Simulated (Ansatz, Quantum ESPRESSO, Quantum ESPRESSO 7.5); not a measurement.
# Screening and band shifts of 1T-IrSTe, 1 layer

Aim: how 1T-IrSTe, 1 layer screens a field along its normal, and what the field does to its bands.

Method: plane-wave DFT, PBE, GBRV ultrasoft pseudopotentials (geometry and cross-check by Ansatz 0.2.0 with PAW datasets; geometry under PBE), in Quantum ESPRESSO 7.5.

## 1. Set-up

The cell holds 3 atoms: 1 Te, 1 Ir and 1 S. Its edges and angles: a = 3.581 Å, b = 3.581 Å, c = 19.782 Å, α = 90.0°, β = 90.0°, γ = 120.0°. It derives from IrSTe. Vacuum lies along c.

This sheet is a model structure: its symmetry is held, and its stability is not tested here.

This run has no spin polarisation although its electron count is odd. A spin-polarised state was not tried and may lie lower.

## 2. Geometry from Ansatz

A relaxation in Ansatz fixes the structure of this slab for the runs on it.

Input file input.yaml:

```yaml
crystal:
  lattice:
    - [3.581057, 0.0, 0.0]
    - [-1.7905285, 3.1012863344, 0.0]
    - [0.0, 0.0, 19.7816086487]
  atoms:
    - { symbol: Te, position: [0.6666666667, 0.3333333333, 0.4296920514] }
    - { symbol: Ir, position: [0.0, 0.0, 0.5150172576] }
    - { symbol: S, position: [0.3333333333, 0.6666666667, 0.5703079486] }
kpoints:
  mp_grid: { grid: [12, 12, 1] }
hamiltonian:
  xc: pbe
scf:
  occupations: { method: fermi_dirac, width: 0.05 }
  convergence: { dr2_threshold: 1.0e-08 }
efield:
  axis: 3
  dipole_correction: true
  ramp_position: 0.97
  ramp_width: 0.04
relax:
  f_tol: 0.01
  cell: { fix: [c, alpha, beta] }
output:
  write_potential: true
  write_density: true
  volumetric_format: npy
```

The run is started by

```console
$ ansatz run input.yaml --threads 4 --pin off --max-ram 8192MiB --backend cpu --events-out ev --progress --plain --runs-dir out
```

Numbers of over 12 decimals in the logs are rounded to 6 here.

Output:

```text
Warning: relax.cell: scf.convergence.dr2_threshold = 1e-8 eV is looser than the 3e-10 eV advised for a relaxation that steers and ends on the stress (1e-10 eV for each atom of the cell: 3). What an SCF threshold leaves in a stress goes as its square root, and in the free energy as the threshold itself, and one threshold admits the most on a small cell: [figures from the program's tests cut] Set scf.convergence.dr2_threshold to 3e-10 eV or tighter. The threshold is an SCF's pass mark: one that does not reach it within its budget of iterations ends unconverged, or closes short of it on a stop that the run arms, and scf.convergence.dr2_threshold's page says what that costs each kind of run
Engine: ansatz 0.2.0, x86_64-unknown-linux-gnu
Pseudopotentials: kind: paw
Pseudopotential: Te, paw, valence charge 16, recommended cutoff 420 eV (normal), Te.paw.azcp
Pseudopotential: Ir, paw, valence charge 17, recommended cutoff 420 eV (normal), Ir.paw.azcp
Pseudopotential: S, paw, valence charge 6, recommended cutoff 420 eV (normal), S.paw.azcp
Functional definition: PBE
  parameter kappa = 0.804
  parameter beta = 0.066725
  exchange = pbe_x(kappa = kappa, mu = beta*pi^2/3)
  correlation = pbe_c(beta = beta)
Crystal: 3 atoms, lattice volume = 219.692 Å³
Basis set: ecut = 420 eV, 4213 PW (Γ), exchange–correlation on 48×48×270 points (8 copies of the dense FFT grid, shifted against one another)
Bands: 24, of which v1, the nominal top of the filled ones, is band 20 counted from 1 (19 counted from 0)
Symmetry: 6 space group operations
Space group: P3m1 (ITA 156), of the structure as read, at distance tolerance 6.0e-5 Å
k-points: 19 of 144 (time reversal used)
Non-local potential: Te, projectors of the file, l = 0: 2, l = 1: 2, l = 2: 2, l = 3: 2
Non-local potential: Ir, projectors of the file, l = 0: 3, l = 1: 2, l = 2: 2, l = 3: 1
Non-local potential: S, projectors of the file, l = 0: 2, l = 1: 2, l = 2: 2
PAW form: soft (Blöchl's): semilocal exchange-correlation on the pseudo side does not see the compensation charge
PAW one-centre angular grid: Te, 590 points (default); XC on 64 Gauss nodes
PAW one-centre angular grid: Ir, 590 points (default); XC on 64 Gauss nodes
PAW one-centre angular grid: S, 110 points (default); XC on 64 Gauss nodes
Initial density: superposition of atomic densities (neutral atoms: chi_scale 0, normalization atom), corrected by the library's trained network
Initial wavefunctions: pseudopotential atomic-orbital guess
Functional: x = pbe(κ = 0.804, μ = 0.219515), c = pbe(β = 0.066725)
SCF iter   1: F=—  HF=-19817.735819 eV  |F-HF|=—  |Δ(HF+E_count)|=         —  Δρ=3.90e-3  dr2=5.71e-2  ethr=1.77e-3  p=-0.077 e·Å  D=-6.35e-2 V/Å  ΔV_dip=1.26 eV  dr2_dipole=1.23e-2  V_vac-E_F(+/−)=5.35/4.10 eV  ⟨swp⟩=9.3  Hψ=2639  notcnv=0
efield: sawtooth ramp at fractional position 0.9700 (set: `efield.ramp_position`, or a place that a band, a saddle search or an elastic batch's reference lends), width 0.0400; the density the first Hamiltonian is built on has a dipole p = -0.077 e·Å; the dipole correction subtracts the counter field D = -6.35e-2 V/Å, which shifts the + side's vacuum level by +1.26 eV against the − side's; the planar-averaged density in the ramp window peaks in size at 1.0e-5 e/Å³
preconditioner: auto → LDOS  [metal: Δε(μ)=0.072 eV  Ē_g=8.467 eV  σ=0.050 eV  W_gap=0.34  n_scr=18 (ndim 8)  ℏωp=11.5 eV  f_vac=0.676  D(μ)=2.22/eV (n_scr^D=8)  β→1.0]
SCF iter   2: F=—  HF=-19817.737341 eV  |F-HF|=—  |Δ(HF+E_count)|=   1.52e-3  Δρ=2.26e-3  dr2=2.49e-2  ethr=1.46e-4  p=-0.045 e·Å  D=-3.71e-2 V/Å  ΔV_dip=0.73 eV  dr2_dipole=3.58e-4  V_vac-E_F(+/−)=5.35/4.61 eV  ⟨swp⟩=4.4  Hψ=1199  notcnv=0
SCF iter   3: F=—  HF=-19817.731899 eV  |F-HF|=—  |Δ(HF+E_count)|=   5.44e-3  Δρ=8.76e-4  dr2=3.13e-3  ethr=6.39e-5  p=-0.052 e·Å  D=-4.25e-2 V/Å  ΔV_dip=0.84 eV  dr2_dipole=3.76e-4  V_vac-E_F(+/−)=5.30/4.46 eV  ⟨swp⟩=3.0  Hψ=885  notcnv=0
SCF iter   4: F=—  HF=-19817.731345 eV  |F-HF|=—  |Δ(HF+E_count)|=   5.54e-4  Δρ=2.54e-4  dr2=3.24e-4  ethr=8.02e-6  p=-0.049 e·Å  D=-4.03e-2 V/Å  ΔV_dip=0.80 eV  dr2_dipole=5.21e-5  V_vac-E_F(+/−)=5.29/4.49 eV  ⟨swp⟩=2.4  Hψ=777  notcnv=0
SCF iter   5: F=—  HF=-19817.731335 eV  |F-HF|=—  |Δ(HF+E_count)|=   1.01e-5  Δρ=6.61e-5  dr2=1.85e-5  ethr=8.31e-7  p=-0.048 e·Å  D=-3.93e-2 V/Å  ΔV_dip=0.78 eV  dr2_dipole=2.99e-6  V_vac-E_F(+/−)=5.27/4.50 eV  ⟨swp⟩=2.2  Hψ=607  notcnv=0
SCF iter   6: F=—  HF=-19817.731364 eV  |F-HF|=—  |Δ(HF+E_count)|=   2.84e-5  Δρ=1.69e-5  dr2=1.38e-6  ethr=4.74e-8  p=-0.048 e·Å  D=-3.91e-2 V/Å  ΔV_dip=0.77 eV  dr2_dipole=1.01e-7  V_vac-E_F(+/−)=5.27/4.50 eV  ⟨swp⟩=2.1  Hψ=670  notcnv=0
SCF iter   7: F=—  HF=-19817.731430 eV  |F-HF|=—  |Δ(HF+E_count)|=   6.65e-5  Δρ=4.80e-6  dr2=7.12e-8  ethr=3.54e-9  p=-0.048 e·Å  D=-3.91e-2 V/Å  ΔV_dip=0.77 eV  dr2_dipole=7.78e-12  V_vac-E_F(+/−)=5.27/4.50 eV  ⟨swp⟩=2.4  Hψ=729  notcnv=0
SCF iter   8: F=-19817.731430 eV  HF=-19817.731430 eV  |F-HF|=8.21e-9  |Δ(HF+E_count)|=   6.79e-8  Δρ=1.32e-6  dr2=9.58e-9  ethr=2.56e-11  p=-0.048 e·Å  D=-3.91e-2 V/Å  ΔV_dip=0.77 eV  dr2_dipole=1.52e-9  V_vac-E_F(+/−)=5.27/4.50 eV  ⟨swp⟩=10.3  Hψ=3191  notcnv=0
SCF 1 converged in 8 iterations: F = -19817.731430 eV  dr2 = 9.58e-9
  greatest PAW one-centre occupation: 1.000 electrons in one spin orbital (limit 2), on the Ir atom at site 1 (counted from 0), in its partial waves of l = 0
relax step   1: F+E_penalty+E_count = -19817.73143025 eV  Δ(F+E_penalty+E_count) = +0.000e0 eV  max|allowed force component| = 7.571e-1 eV/Å  Δτ_max = 0.0000 Å  P = +1.431 GPa  Ω = 219.692 Å³  fix = [c, alpha, beta]  reactions: c +1.159 GPa  (8 SCF iters, accepted)
Crystal: 3 atoms, lattice volume = 226.923 Å³
Basis set: ecut = 420 eV, 4387 PW (Γ), exchange–correlation on 48×48×270 points (8 copies of the dense FFT grid, shifted against one another)
Initial density: handed on by an earlier stage of this run
Initial wavefunctions: those handed on with the density
iter 1 solved again at ethr=2.20e-4 eV; its pass at ethr=3.10e-3 eV (dr2=8.59e-2 eV) is discarded
SCF iter   1: F=—  HF=-19817.735700 eV  |F-HF|=—  |Δ(HF+E_count)|=         —  Δρ=6.62e-3  dr2=8.58e-2  ethr=2.20e-4  p=-0.049 e·Å  D=-3.91e-2 V/Å  ΔV_dip=0.77 eV  dr2_dipole=2.61e-3  V_vac-E_F(+/−)=5.20/4.42 eV  ⟨swp⟩=1.5  Hψ=3083  notcnv=0
[...]
relax step   4: F+E_penalty+E_count = -19817.77597669 eV  Δ(F+E_penalty+E_count) = -2.637e-4 eV  max|allowed force component| = 2.700e-2 eV/Å  Δτ_max = 0.0050 Å  P = -0.016 GPa  Ω = 222.083 Å³  energy of the carried Pulay correction = -1.500e-4 eV  fix = [c, alpha, beta]  reactions: c +0.004 GPa  (6 SCF iters, accepted)
[...]
relax step   5: F+E_penalty+E_count = -19817.77604936 eV  Δ(F+E_penalty+E_count) = -7.268e-5 eV  max|allowed force component| = 1.652e-2 eV/Å  Δτ_max = 0.0030 Å  P = -0.034 GPa  Ω = 221.907 Å³  energy of the carried Pulay correction = -1.390e-4 eV  fix = [c, alpha, beta]  reactions: c -0.011 GPa  (5 SCF iters, accepted)
[...]
relax step   6: F+E_penalty+E_count = -19817.77624856 eV  Δ(F+E_penalty+E_count) = -1.992e-4 eV  max|allowed force component| = 1.588e-2 eV/Å  Δτ_max = 0.0090 Å  P = -0.051 GPa  Ω = 221.127 Å³  energy of the carried Pulay correction = -9.022e-5 eV  fix = [c, alpha, beta]  reactions: c -0.028 GPa  (6 SCF iters, accepted)
[...]
relax step   7: F+E_penalty+E_count = -19817.77645486 eV  Δ(F+E_penalty+E_count) = -2.063e-4 eV  max|allowed force component| = 1.743e-2 eV/Å  Δτ_max = 0.0096 Å  P = -0.030 GPa  Ω = 219.972 Å³  energy of the carried Pulay correction = -1.761e-5 eV  fix = [c, alpha, beta]  reactions: c -0.025 GPa  (6 SCF iters, accepted)
[...]
relax step   8: F+E_penalty+E_count = -19817.77620700 eV  Δ(F+E_penalty+E_count) = +2.479e-4 eV  max|allowed force component| = 8.222e-2 eV/Å  Δτ_max = 0.0037 Å  P = +0.094 GPa  Ω = 219.308 Å³  energy of the carried Pulay correction = +2.424e-5 eV  fix = [c, alpha, beta]  (6 SCF iters, rejected (line search))
[...]
relax step   9: F+E_penalty+E_count = -19817.77649173 eV  Δ(F+E_penalty+E_count) = -3.687e-5 eV  max|allowed force component| = 1.722e-4 eV/Å  Δτ_max = 0.0008 Å  P = -0.001 GPa  Ω = 219.746 Å³  energy of the carried Pulay correction = -3.384e-6 eV  fix = [c, alpha, beta]  reactions: c +0.000 GPa  (6 SCF iters, accepted)
Initial wavefunctions: pseudopotential atomic-orbital guess (no wavefunctions were taken with the density)
iter 1 solved again at ethr=2.44e-6 eV; its pass at ethr=3.10e-3 eV (dr2=9.51e-4 eV) is discarded
SCF iter   1: F=—  HF=-19817.776437 eV  |F-HF|=—  |Δ(HF+E_count)|=         —  Δρ=2.62e-6  dr2=1.43e-8  ethr=2.44e-6  p=-0.048 e·Å  D=-3.95e-2 V/Å  ΔV_dip=0.78 eV  dr2_dipole=1.89e-10  V_vac-E_F(+/−)=5.23/4.45 eV  ⟨swp⟩=3.0  Hψ=3777  notcnv=0
efield: sawtooth ramp at fractional position 0.9700 (set: `efield.ramp_position`, or a place that a band, a saddle search or an elastic batch's reference lends), width 0.0400; the density the first Hamiltonian is built on has a dipole p = -0.048 e·Å; the dipole correction subtracts the counter field D = -3.95e-2 V/Å, which shifts the + side's vacuum level by +0.78 eV against the − side's; the planar-averaged density in the ramp window peaks in size at 4.2e-6 e/Å³
eigensolver tolerance schedule: the retry pair's looser diagonalisation over-reported the residual by 66646.79 of it (diagonalisation noise at an unbounded share of the residual, at the tolerance the schedule requests for it); recorded, not acted on — ethr = c·dr2/N_el stays at c = 1.0e-1
preconditioner: auto → LDOS  [insulator: Δε(μ)=0.135 eV  Ē_g=8.302 eV  σ=0.050 eV  W_gap=0.58  n_scr=18 (ndim 8)  ℏωp=11.5 eV  f_vac=0.670  D(μ)=1.51/eV (n_scr^D=6)  ε∞_Penn≈2.9  β→1.0]
SCF iter   2: F=—  HF=-19817.776495 eV  |F-HF|=—  |Δ(HF+E_count)|=   5.74e-5  Δρ=3.59e-6  dr2=4.41e-8  ethr=3.66e-11  p=-0.048 e·Å  D=-3.95e-2 V/Å  ΔV_dip=0.78 eV  dr2_dipole=9.83e-11  V_vac-E_F(+/−)=5.23/4.45 eV  ⟨swp⟩=4.9  Hψ=1495  notcnv=0
SCF iter   3: F=-19817.776495 eV  HF=-19817.776495 eV  |F-HF|=2.75e-9  |Δ(HF+E_count)|=   5.26e-9  Δρ=1.57e-6  dr2=4.42e-9  ethr=2.56e-11  p=-0.048 e·Å  D=-3.95e-2 V/Å  ΔV_dip=0.78 eV  dr2_dipole=1.44e-10  V_vac-E_F(+/−)=5.23/4.45 eV  ⟨swp⟩=9.6  Hψ=3535  notcnv=0
SCF 10 converged in 3 iterations: F = -19817.776495 eV  dr2 = 4.42e-9
relax step  10: F+E_penalty+E_count = -19817.77649468 eV  Δ(F+E_penalty+E_count) = -2.950e-6 eV  max|allowed force component| = 1.442e-4 eV/Å  Δτ_max = 0.0000 Å  P = -0.001 GPa  Ω = 219.746 Å³  fix = [c, alpha, beta]  reactions: c +0.000 GPa  stress off target by 1.59e-3 GPa on what of the cell is left free  SCF on the basis re-selected at this cell (its energy is not comparable with the rows above)  (3 SCF iters)
basis re-selected at this cell: Δ(F+E_penalty+E_count) = -2.950e-6 eV, ΔP = -0.000 GPa vs the last step (what re-selecting the basis moved, of the pressure what is left beyond the Pulay correction that the steps carried, after the strain that the cell walked since its last selection, with what the two solves' SCF thresholds leave and, on support functions, any second-order correction that the steps lacked; it is no m [...]
SCF converged after 3 iterations
Free energy (F): -19817.776495 eV
Harris-Foulkes:  -19817.776495 eV  (|F-HF|=2.75e-9)
Internal energy: -19817.764003 eV  (E = F + TS)
E sigma→0 (E₀):  -19817.770249 eV
Entropy (-TS):   -0.012492 eV (-4.164 meV/atom)
Fermi energy:    0.200672 eV
Dipole field:    D = -0.039447 V/Å  (p = -0.047904 e·Å, saw-weighted, corrected)
Work function:   Φ+ = 5.2257 eV   Φ− = 4.4454 eV
Levels:          The Fermi level and band energies are counted from a zero that moves with the ramp; work functions are not
--- Per-component energies (eV) ---
  E_band       = -950.430448
  E_kinetic    = 910.993674
  E_local      = -28272.440028  (includes V_loc(G=0)·N_el)
  E_nonlocal   = -208.250128
  E_hartree    = 13863.810933
  E_xc         = -488.514663
  E_vxc        = -490.496494  (∫ρ·V_xc dr)
  E_paw        = -14486.681152  (= ΣΔE_a)
  E_vpaw       = -617.792931  (= ΣTr[D̂ρ^β])
  E_aug_tail   = -0.000146  (compensation charges beyond the density's cutoff)
  E_efield     = 0.000945  (sawtooth field / dipole correction)
  E_vefield    = -0.058536  (∫n·V_field dr)
  E_ewald      = 8863.316563
  E_smearing   = -0.012492  (= −TS)
  E_closure    = -0.000000  (closes the sum)
  Σ components = -19817.776495   (vs F -19817.776495, Δ=0.00e0)
--- Forces (eV/Å), atoms counted from 1 ---
  atom   1  Te     0.00000000     0.00000000    -0.00010828
  atom   2  Ir    -0.00000000     0.00000000     0.00014264
  atom   3  S      0.00000000     0.00000000    -0.00003920
  max |Σ_I F_I| component: 4.84e-6 eV/Å
--- Stress (GPa, compression-positive) ---
       -0.001589      -0.000000       0.000000
       -0.000000      -0.001589      -0.000000
        0.000000      -0.000000       0.000172
  P = ⅓ Tr σ = -0.0010 GPa (-0.010 kbar)
--- Band table (eV; the first three rows and the last of 19) ---
  k-point 0: bands = [... 16 lower, -2.3124, -0.0705, 0.5574, 0.5574, 3.3708, 3.3708, 3.7109, 4.7927]
  k-point 1: bands = [... 16 lower, -2.3740, -0.4626, 0.5728, 0.6549, 2.7724, 3.2065, 3.9001, 5.0399]
  k-point 2: bands = [... 16 lower, -2.3211, -0.9842, 0.5229, 0.5718, 1.9285, 2.9021, 4.3233, 5.4156]
  k-point 18: bands = [... 16 lower, -3.2193, -1.4509, -1.0113, -0.3678, 0.9388, 2.7391, 4.5866, 6.9695]
--- Relaxed structure (9 steps of the walk, 7 accepted, 1 SCFs on fresh bases) ---
  F+E_penalty+E_count = -19817.77649468 eV   max|allowed force component| = 1.442e-4 eV/Å   (the final SCF, on the basis selected at the relaxed cell)
  cell:  # Å, volume = 219.7459 Å³
    - [3.581494, 0.0, 0]
    - [-1.790747, 3.101665, 0]
    - [0, 0, 19.7816086487]
  atoms:
    - { symbol: Te, position: [0.666667, 0.333333, 0.425510] }
    - { symbol: Ir, position: [1.427425210410742e-18, 0, 0.517033] }
    - { symbol: S, position: [0.333333, 0.666667, 0.572475] }
```

Wall time 15 s (4 threads of AMD EPYC 9R14 (Zen 4), shared host); peak memory 0.6 GiB.

The steps of the relaxation:

| step | energy less that of the first step (eV) | largest force component (eV/Å) | pressure (GPa) | volume (Å³) |
| --- | --- | --- | --- | --- |
| 1 | 0.0000 | 0.7571 | 1.43 | 219.69 |
| 2 | 0.0085 | 0.6736 | -1.41 | 226.92 |
| 3 | -0.0443 | 0.0586 | 0.07 | 222.05 |
| 4 | -0.0445 | 0.0270 | -0.02 | 222.08 |
| 5 | -0.0446 | 0.0165 | -0.03 | 221.91 |
| 6 | -0.0448 | 0.0159 | -0.05 | 221.13 |
| 7 | -0.0450 | 0.0174 | -0.03 | 219.97 |
| 8 | -0.0448 | 0.0822 | 0.09 | 219.31 |
| 9 | -0.0451 | 0.0002 | 0.00 | 219.75 |
| 10* | -0.0451 | 0.0001 | 0.00 | 219.75 |

Relaxation steps marked * repeat the geometry before them on a plane-wave basis chosen anew for their cell, so energy and pressure can jump there. Relaxation steps 2, 8 were tried and not accepted.

Forces are held to the 6 operations that the run works with; a distortion that breaks them can't arise in this run.

```
cell as run  before  after  change
      a (Å)   3.581  3.581  +0.0 %
      b (Å)   3.581  3.581  +0.0 %
```

The atoms that moved most (Å, along periodic axes as changes of fractional coordinates times the final cell, across vacuum about the mean position):

| atom | dx | dy | dz | length |
| --- | --- | --- | --- | --- |
| Te1 | 0.000 | 0.000 | -0.083 | 0.083 |
| S3 | 0.000 | 0.000 | 0.043 | 0.043 |
| Ir2 | 0.000 | 0.000 | 0.040 | 0.040 |

The relaxed structure:

```
Te Ir S
1.0
     3.58149    0.00000    0.00000
    -1.79075    3.10166    0.00000
     0.00000    0.00000   19.78161
Te Ir S
1 1 1
Direct
  0.66667 0.33333 0.42551
  0.00000 0.00000 0.51703
  0.33333 0.66667 0.57247
```

This step gave:

```
free energy                     : -19817.7765 eV
energy at zero smearing         : -19817.7702 eV
smearing term TS                : 0.01249 eV
Fermi energy                    : 0.2007 eV
symmetry operations             : 6
work function of the upper face : 5.226 eV
work function of the lower face : 4.445 eV
dipole along the normal         : -0.04790 e·Å
```

(Part 1 of 6 ends here.)

[Logs are printed without paths, hosts, clocks, repeated set-up lines and the standing remarks that a program may print on its own settings, such as how far it seeks lower states.]

[Hosts, paths, dates, database ids (printed as entryN), source tags and the programs' standing remarks are cut or masked in the printed files.]

[Maps of the electrostatic potential energy from Ansatz leave out the sawtooth potential of an applied field or a dipole correction, so their vacuum need not be flat; planar profiles and work functions include it.]
